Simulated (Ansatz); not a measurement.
**A faulty run on H-capped CdSe nanocrystal (cube) (26 atoms)**

Program: Ansatz 0.2.0. The cell: 4 Se, 6 Cd and 16 H.

input.yaml

```yaml
crystal:
  lattice:
    - [17.03999, 0.0, 0.0]
    - [0.0, 17.03999, 0.0]
    - [0.0, 0.0, 17.03999]
  atoms:
    - { symbol: Se, position: [0.41041, 0.40943, 0.41216] }
    - { symbol: Cd, position: [0.32231, 0.50002, 0.50056] }
    - { symbol: Se, position: [0.40915, 0.58997, 0.58849] }
    - { symbol: Cd, position: [0.50021, 0.32121, 0.49858] }
    - { symbol: Se, position: [0.58939, 0.41032, 0.58961] }
    - { symbol: Cd, position: [0.49973, 0.50054, 0.32317] }
    - { symbol: Se, position: [0.59048, 0.5884, 0.41222] }
    - { symbol: Cd, position: [0.50027, 0.50123, 0.67838] }
[... 12 atom lines left out ...]
    - { symbol: H, position: [0.55746, 0.55755, 0.73511] }
    - { symbol: H, position: [0.44205, 0.44242, 0.73614] }
    - { symbol: H, position: [0.55933, 0.73593, 0.55836] }
    - { symbol: H, position: [0.44016, 0.73536, 0.44148] }
    - { symbol: H, position: [0.73757, 0.44261, 0.44203] }
    - { symbol: H, position: [0.73752, 0.55931, 0.55757] }
kpoints:
  mp_grid: { grid: [1, 1, 1] }
hamiltonian:
  xc: lda
scf:
  occupations: { method: fermi_dirac, width: 0.3 }
  n_extra_bands: 0
  max_iter: 100
output:
  forces: true
```

Command:

```bash
ansatz run input.yaml --threads 4 --pin off --max-ram 8192MiB --backend cpu --events-out ev --progress --plain --runs-dir out
```

The program printed:

```text
Error: inconsistent input (scf.n_extra_bands, scf.occupations.method): n_bands = 100 leaves no empty band above the 100 bands per channel that the deck's 200 electrons occupy, and the occupations search for the Fermi level (a smearing at a finite width, or tetrahedra): [...]
```

Wall time 0.11 s (4 threads of Arm Neoverse V1, shared host); peak memory 0.088 GiB.

What is at fault here, and what would mend it?

Too few bands: scf.n_extra_bands = 0 and scf.occupations = {"method": "fermi_dirac", "width": 0.3}.

The fix is to take out scf.n_extra_bands.

The program refused it before any cycle.

[Logs are printed without paths, hosts, clocks, repeated set-up lines and the standing remarks that a program may print on its own settings, such as how far it seeks lower states.]

[Hosts, paths, dates, database ids (printed as entryN), source tags and the programs' standing remarks are cut or masked in the printed files.]
